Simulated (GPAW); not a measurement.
**How SiC (Moissanite 3C) absorbs and reflects light**

Aim: the dielectric function of SiC (Moissanite 3C), and the optical constants that follow from it.

Program: GPAW 26.7.0. Level of theory: DFT, PBE, plane-wave PAW (GPAW data sets), scalar-relativistic, RPA, optical limit. Results are calculated unless marked as measured.

### Step 1. The structure

The structure is cubic, space group F-43m (No. 216). The conventional cell has a = 4.358 Å, b = 4.358 Å, c = 4.358 Å, α = 90.00°, β = 90.00°, γ = 90.00°. Nearest to Si lie 4 C at 1.89 Å. Nearest to C lie 4 Si at 1.89 Å. Farther neighbours are not listed.

### Step 2. Ground state

First the ground state: is it a metal or has it a gap?

This step: DFT, PBE, plane-wave PAW (GPAW data sets), scalar-relativistic, ground state (GPAW 26.7.0).

File gs.py:

```python
from ase import Atoms
from ase.dft.bandgap import bandgap
from gpaw import GPAW, PW, FermiDirac

atoms = Atoms(['Si', 'C'],
              cell=[[0.000000000000, 2.179000000000, 2.179000000000],
                    [2.179000000000, 0.000000000000, 2.179000000000],
                    [2.179000000000, 2.179000000000, 0.000000000000]],
              scaled_positions=[[0.000000000000, 0.000000000000, 0.000000000000],
                                [0.750000000000, 0.750000000000, 0.750000000000]],
              pbc=[True, True, True])
atoms.calc = GPAW(mode=PW(550), xc='PBE', kpts={'size': (9, 9, 9), 'gamma': True},
                  occupations=FermiDirac(0.05), maxiter=150, txt='gs.txt')
print('energy (eV)', atoms.get_potential_energy())
print('Fermi level (eV)', atoms.calc.get_fermi_level())
print('valence electrons', atoms.calc.get_number_of_electrons())
print('gap (eV)', bandgap(atoms.calc, output=None)[0])
print('direct gap (eV)', bandgap(atoms.calc, direct=True, output=None)[0])
atoms.calc.write('gs.gpw')
```

The run is started by

```bash
> OMP_NUM_THREADS=1 python gs.py
```

Numbers of over 12 decimals in the logs are rounded to 6 here.

The log of the run:

```text
__  _  _
 | _ |_)|_||  |
 |__||  | ||/\| - 26.7.0

Versions:
  Python: 3.12.14
  ASE:    3.29.0
  Numpy:  2.5.5
  Scipy:  1.18.1
  Libxc:  7.0.0

Input parameters:
  mode=PW(ecut=550.0),
  kpts=MonkhorstPack(size=(9, 9, 9), gamma=True),
  maxiter=150,
  occupations=Occupations(name='fermi-dirac', width=0.05, fixmagmom=False),
  xc=XC(name='PBE')

Diagonalizing LCAO Hamiltonian
Converting LCAO to pw mode

                 C

       Si

Atoms  # Å, Bohr magnetons
|   | symbol |        x |        y |        z |    initial magnetic moments |
| 0 |     Si | 0.000000 | 0.000000 | 0.000000 | ( 0.0000,  0.0000,  0.0000) |
| 1 |      C | 3.268500 | 3.268500 | 3.268500 | ( 0.0000,  0.0000,  0.0000) |

Unit cell  # Å
| periodic |        x |        y |        z |  lengths |    angles |
|      yes | 0.000000 | 2.179000 | 2.179000 | 3.081571 | 60.000000 |
|      yes | 2.179000 | 0.000000 | 2.179000 | 3.081571 | 60.000000 |
|      yes | 2.179000 | 2.179000 | 0.000000 | 3.081571 | 60.000000 |

Number of symmetries: 24
Symmetry operations  # r_c * U_cc + t_c -> r_c
|    | kind |            matrix            |
|  0 |  E   |  1, 0, 0,  0, 1, 0,  0, 0, 1 |
|  1 |  σ   |  1, 0, 0,  0, 0, 1,  0, 1, 0 |
|  2 |  σ   |  1, 0,-1,  0, 1,-1,  0, 0,-1 |
|  3 |  C3  |  1, 0,-1,  0, 0,-1,  0, 1,-1 |
|  4 |  C3  |  1,-1, 0,  0,-1, 1,  0,-1, 0 |
|  5 |  σ   |  1,-1, 0,  0,-1, 0,  0,-1, 1 |
|  6 |  σ   |  0, 1, 0,  1, 0, 0,  0, 0, 1 |
|  7 |  C3  |  0, 1, 0,  0, 0, 1,  1, 0, 0 |
|  8 |  C2  |  0, 1,-1,  1, 0,-1,  0, 0,-1 |
|  9 |  S4  |  0, 1,-1,  0, 0,-1,  1, 0,-1 |
| 10 |  C3  |  0, 0, 1,  1, 0, 0,  0, 1, 0 |
| 11 |  σ   |  0, 0, 1,  0, 1, 0,  1, 0, 0 |
| 12 |  S4  |  0, 0,-1,  1, 0,-1,  0, 1,-1 |
| 13 |  C3  |  0, 0,-1,  0, 1,-1,  1, 0,-1 |
| 14 |  S4  |  0,-1, 1,  1,-1, 0,  0,-1, 0 |
| 15 |  C2  |  0,-1, 1,  0,-1, 0,  1,-1, 0 |
| 16 |  C3  |  0,-1, 0,  1,-1, 0,  0,-1, 1 |
| 17 |  S4  |  0,-1, 0,  0,-1, 1,  1,-1, 0 |
| 18 |  S4  | -1, 1, 0, -1, 0, 1, -1, 0, 0 |
| 19 |  C3  | -1, 1, 0, -1, 0, 0, -1, 0, 1 |
| 20 |  C3  | -1, 0, 1, -1, 1, 0, -1, 0, 0 |
| 21 |  S4  | -1, 0, 1, -1, 0, 0, -1, 1, 0 |
| 22 |  σ   | -1, 0, 0, -1, 1, 0, -1, 0, 1 |
| 23 |  C2  | -1, 0, 0, -1, 0, 1, -1, 1, 0 |

BZ-sampling:
  Number of BZ points: 729
  Number of IBZ points: 35

  Monkhorst-Pack size: [9, 9, 9]
  Monkhorst-Pack shift: [0, 0, 0]

K-points  # in reciprocal-cell coordinates
|     |                                coordinates |     weight |
|   0 | (  0.00000000,   0.00000000,   0.00000000) | 0.00137174 |
|   1 | (  0.11111111,   0.11111111,   0.00000000) | 0.00823045 |
|   2 | (  0.11111111,   0.11111111,   0.11111111) | 0.01097394 |
|   3 | (  0.22222222,   0.11111111,   0.11111111) | 0.01646091 |
|   4 | (  0.22222222,   0.22222222,   0.00000000) | 0.00823045 |
|   5 | (  0.22222222,   0.22222222,   0.11111111) | 0.03292181 |
|   6 | (  0.22222222,   0.22222222,   0.22222222) | 0.01097394 |
|   7 | (  0.33333333,   0.22222222,   0.11111111) | 0.03292181 |
|   8 | (  0.33333333,   0.22222222,   0.22222222) | 0.03292181 |
|   9 | (  0.33333333,   0.33333333,  -0.33333333) | 0.01646091 |
| ... |                                            |            |
|  34 | (  0.44444444,   0.44444444,   0.44444444) | 0.01097394 |

Plane wave coefficients: 620
Cutoff: 550.0 eV

Spin-components: 1 (collinear spins)
Bands:           8
Projectors:      10
Spin-degeneracy: 2
Datatype:        complex128

Parallelization:
  kpt:    1
  domain: 1
  band:   1

Density:
  Valence electrons: 8.0
  Components: 1
  Grid points: [18 18 18]
  Charge: 0.0  # |e|

Potential:
  Grid points: [18 18 18]

species:
  Si:
    name:    Silicon
    id:
    Z:       14.0
    valence: 4
    core:    10
    charge:  0.0  # [|e|]
    compensation charges:
      type: gauss
      rc: 0.33  # [Å]
      lmax: 2
    cutoffs:
      filter: 1.86  # [Å]
      core: 2.06  # [Å]
    projectors
    | kind |    occ | energy [eV] | rcut [Å] |
    |   3s |  2.000 |     -10.812 |    1.058 |
    |   3p |  2.000 |      -4.081 |    1.058 |
    |    s |        |      16.399 |    1.058 |
    |    p |        |      23.130 |    1.058 |
    |    d |        |       0.000 |    1.058 |

    Using partial waves for Si as LCAO basis

  C:
    name:    Carbon
    id:
    Z:       6.0
    valence: 4
    core:    2
    charge:  0.0  # [|e|]
    compensation charges:
      type: gauss
      rc: 0.20  # [Å]
      lmax: 2
    cutoffs:
      filter: 1.14  # [Å]
      core: 1.14  # [Å]
    projectors
    | kind |    occ | energy [eV] | rcut [Å] |
    |   2s |  2.000 |     -13.751 |    0.635 |
    |   2p |  2.000 |      -5.284 |    0.635 |
    |    s |        |      13.461 |    0.635 |
    |    p |        |      21.927 |    0.635 |
    |    d |        |       0.000 |    0.635 |

    Using partial waves for C as LCAO basis

Reference energy: -8913.972366  # eV

eigensolver:
  PPCG
  Converge bands: occupied
  niter=2

density mixing:
  MSR1-Mixer
  Pratt-step length: 0.05
  Maximum mixing coefficient: 0.75
  Old densities: 10
  SVD Regularization: 0.005
  Good broyden scale: 1.0
  Trust region scale: 1.0
  Backstep threshold: 4.0
  History deletion threshold: 6.0
  Fourier metric: weight=20.0, sigma=0.015

occupation numbers:
  Fermi-Dirac:
    width: 0.0500  # eV

poisson solver:
  ecut: 4400.0  # eV

xc functional:
  name: PBE with 2 nearest neighbor stencil

convergence criteria:
- Maximum [total energy] change in last 3 cyles: 0.0005 eV / valence electron
- Maximum integral of absolute [dens]ity change: 0.0001 electrons / valence electron
- Maximum integral of absolute [eigenst]ate change: 4e-08 eV^2 / valence electron
maximum number of iterations: 150

SCF iterations
|iter     |      energy | eigst |  dens |
|iter:   1||  -16.587047 | -0.15 |       |
|iter:   2||  -16.211706 | -2.18 | -0.56 |
|iter:   3||  -14.961329 | -0.83 | -0.61 |
|iter:   4||  -14.967226 | -2.79 | -1.32 |
|iter:   5||  -14.970553 | -3.43 | -1.69 |
|iter:   6||  -14.970623c| -5.39 | -2.68 |
|iter:   7||  -14.970628c| -6.57 | -3.27 |
|iter:   8||  -14.970628c| -8.19c| -4.15c|

Converged in 8 steps
SCF loop duration: 3.761 s (0.470 s/step)
Energy contributions relative to reference atoms: (reference = -8913.972366)

Energy contributions:
  Kinetic:          16.256228
  Coulomb:         -13.682379
  Zero:             -0.021581
  External:          0.000000
  Xc:              -17.522895
  Entropy:          -0.000000
  Spinorbit:         0.000000
  ----------------------------
  Free energy:     -14.970628
  Extrapolated:    -14.970628

dipole moment: (-8.048186, -8.048186, -8.048186)  # |e|*Ang

Fermi level: 8.993
Eigenvalues  # (at kpt = [0.000, 0.000, 0.000])
| band index |      eig [eV] | occ [0-2] |
|          0 |        -7.164 |     2.000 |
|          1 |         8.249 |     2.000 |
|          2 |         8.249 |     2.000 |
|          3 |         8.249 |     2.000 |
|          4 |        14.511 |     0.000 |
|          5 |        15.550 |     0.000 |
|          6 |        15.550 |     0.000 |
|          7 |        15.550 |     0.000 |

Gap: 1.496 eV
Transition (v -> c):
  (s=0, k=0, n=3, [0.00, 0.00, 0.00]) -> (s=0, k=30, n=4, [0.44, 0.44, 0.00])
Direct/indirect transitions are different
Direct gap: 4.622 eV
Transition at: (s=0, k=30, n=3, [0.44, 0.44, 0.00])

--- standard output ---
energy (eV) -14.970628
Fermi level (eV) 8.993442
valence electrons 8.0
gap (eV) 1.495812
direct gap (eV) 4.622340
```

Elapsed: 5.6 s, on 1 thread of Arm Neoverse V1, shared host; peak memory 0.14 GiB.

This step gave:

| Item | Value |
| --- | --- |
| energy | -14.97 eV |
| Fermi energy | 8.993 eV |
| gap on the k-mesh | 1.496 eV |
| direct gap on the mesh | 4.622 eV |
| electrons | 8 |

There is a gap, 1.50 eV on this mesh (points off the mesh can give less), so no carriers' term is needed.

### Step 3. Bands for the response

At the fixed density, many empty bands are solved on the mesh of the response, since the spectrum sums over them.

This step: DFT, PBE, plane-wave PAW (GPAW data sets), scalar-relativistic, bands at fixed density (GPAW 26.7.0).

File nscf.py:

```python
from ase.dft.bandgap import bandgap
from gpaw import GPAW, FermiDirac

calc = GPAW('gs.gpw').fixed_density(kpts={'size': (16, 16, 16), 'gamma': True}, nbands=25, convergence={'bands': 19},
                                    occupations=FermiDirac(0.001), txt='nscf.txt')
print('gap (eV)', bandgap(calc, output=None)[0])
print('direct gap (eV)', bandgap(calc, direct=True, output=None)[0])
print('top band over the Fermi level (eV)', min(calc.get_eigenvalues(kpt=k)[18] for k in range(len(calc.get_ibz_k_points()))) - calc.get_fermi_level())
calc.write('full.gpw', mode='all')
```

The run is started by

```bash
> OMP_NUM_THREADS=1 python nscf.py
```

The log of the run:

```text
Diagonalizing LCAO Hamiltonian
Converting LCAO to pw mode
convergence criteria:
- Maximum integral of absolute [eigenst]ate change: 4e-08 eV^2 / valence electron
maximum number of iterations: 150

SCF iterations
|iter     |      energy | eigst |  dens |
|iter:   1||             | +3.18 |       |
|iter:   2||             | +1.41 |       |
|iter:   3||             | -1.00 |       |
|iter:   4||             | -2.69 |       |
|iter:   5||             | -4.69 |       |
|iter:   6||             | -6.19 |       |
|iter:   7||             | -7.47c|       |
SCF steps: 7
  __  _  _
 | _ |_)|_||  |
 |__||  | ||/\| - 26.7.0

Versions:
  Python: 3.12.14
  ASE:    3.29.0
  Numpy:  2.5.5
  Scipy:  1.18.1
  Libxc:  7.0.0

Input parameters:
  mode=PW(ecut=550.0),
  convergence={'bands': 19},
  gpts=array([18, 18, 18]),
  kpts=MonkhorstPack(size=(16, 16, 16), gamma=True),
  maxiter=150,
  nbands=25,
  occupations=Occupations(name='fermi-dirac', width=0.001, fixmagmom=False),
  parallel={},
  xc=XC(name='PBE')

--- standard output ---
gap (eV) 1.350157
direct gap (eV) 4.542540
top band over the Fermi level (eV) 32.398518
```

The job ended after 37 s (1 thread; peak memory 0.2 GiB).

Read-outs, printed or worked out from the files:

```
gap on the k-mesh      : 1.350 eV
direct gap on the mesh : 4.543 eV
```

### Step 4. Dielectric function, RPA

Local fields let the induced charge screen the field inside the cell, which as a rule lowers ε, most along directions where the density is uneven.

This step: DFT, PBE, plane-wave PAW (GPAW data sets), scalar-relativistic, RPA, optical limit (GPAW 26.7.0).

File df.py:

```python
from gpaw.response.df import DielectricFunction

df = DielectricFunction('full.gpw', frequencies={'type': 'nonlinear', 'domega0': 0.03, 'omega2': 8},
                        ecut=70,
                        eta=0.12,
                        nbands=19,
                        txt='df.txt')
for direction in ['x']:
    df.get_dielectric_function(xc='RPA', direction=direction, filename=f'df_{direction}.csv')
```

The run is started by

```bash
> OMP_NUM_THREADS=1 python df.py
```

The log of the run:

```text
Using integrator: PointIntegrator
NonLinearFrequencyDescriptor(from 0.000 to 58.017 eV, 484 points)
Nonperiodic BCs:  [False False False]
Using integrator: PointIntegrator
NonLinearFrequencyDescriptor(from 0.000 to 58.017 eV, 484 points)
Nonperiodic BCs:  [False False False]

Calculating chi0 body with:
    Ground state adapter containing:
    Number of spins: 1
    Number of kpoints: 4096
    Number of irreducible kpoints: 145
    Number of completely occupied states: 4
    Number of partially occupied states: 4

    Linear response parametrization:
    q_c: [0.0, 0.0, 0.0]
    Number of frequency points: 484
    Planewave cutoff: 70.0
    Number of bands: 19
    Number of planewaves: 27
    Broadening (eta): 0.12

Integrating chi0 body.

Symmetries of q_c:
    Direct symmetries (Uq -> q): 24
    Indirect symmetries (TUq -> q): 24
In total 48 allowed symmetries.

145 groups of equivalent kpoints. 96.4599609375% reduction.

Integral kind: spectral function

Calculating chi0 optical extensions with:
    Ground state adapter containing:
    Number of spins: 1
    Number of kpoints: 4096
    Number of irreducible kpoints: 145
    Number of completely occupied states: 4
    Number of partially occupied states: 4

    Linear response parametrization:
    Number of frequency points: 484
    Planewave cutoff: 70.0
    Number of bands: 19
    Number of planewaves: 27
    Broadening (eta): 0.12
Integrating chi0 head and wings.

Symmetries of q_c:
    Direct symmetries (Uq -> q): 24
    Indirect symmetries (TUq -> q): 24
In total 48 allowed symmetries.

145 groups of equivalent kpoints. 96.4599609375% reduction.

Integral kind: spectral function wings
```

Wall time 5.7 s (1 thread); peak memory 0.23 GiB.

Numbers from this step:

* electronic dielectric constant ε∞, mean over x, y and z (by symmetry where fewer were run): 6.630
* main peak of Im epsilon, first axis: 6.913 eV

The Im ε, E ∥ x has structure finer than the step of the table below, so its rows give means over 0.25 eV, whole bins alone (the curve runs from 0 to 14.0 eV). Peaks (eV: height): 6.930: 21.0, 8.269: 13.7.

Values under the direct gap are tails of Lorentzian lines. Im ε, E ∥ x against photon energy; means over each step:

photon energy (eV), Im ε, E ∥ x and a bar:
```
     0.25        0.0 
     0.50        0.0 
     0.75        0.0 
     1.00        0.0 
     1.25        0.0 
     1.50        0.0 
     1.75        0.1 
     2.00        0.1 
     2.25        0.1 
     2.50        0.1 
     2.75        0.1 
     3.00        0.1 
     3.25        0.1 
     3.50        0.2 
     3.75        0.2 
     4.00        0.3 
     4.25        0.5 #
     4.50        1.0 #
     4.75        1.9 ###
     5.00        2.6 ####
     5.25        4.1 ######
     5.50        5.4 ########
     5.75        6.8 ##########
     6.00        8.8 #############
     6.25       10.4 ################
     6.50       15.7 ########################
     6.75       19.5 ##############################
     7.00       19.6 ##############################
     7.25       12.0 ##################
     7.50        9.7 ###############
     7.75       10.5 ################
     8.00       10.1 ###############
     8.25       13.0 ####################
     8.50       10.9 #################
     8.75        9.2 ##############
     9.00        9.2 ##############
     9.25        8.3 #############
     9.50        7.9 ############
     9.75        6.9 ##########
    10.00        6.3 ##########
    10.25        6.0 #########
    10.50        4.6 #######
    10.75        3.8 ######
    11.00        3.2 #####
    11.25        3.0 #####
    11.50        3.6 ######
    11.75        3.8 ######
    12.00        3.4 #####
    12.25        2.5 ####
    12.50        2.3 ###
    12.75        2.3 ###
    13.00        2.0 ###
    13.25        1.9 ###
    13.50        1.9 ###
    13.75        1.8 ###
```

(Part 1 of 2 ends here.)

[Machine, clock and banner lines and Python warnings are left out of the logs.]

[Logs are printed without paths, hosts, clocks, repeated set-up lines and the standing remarks that a program may print on its own settings, such as how far it seeks lower states.]

[Hosts, paths, dates, database ids (printed as entryN), source tags and the programs' standing remarks are cut or masked in the printed files.]
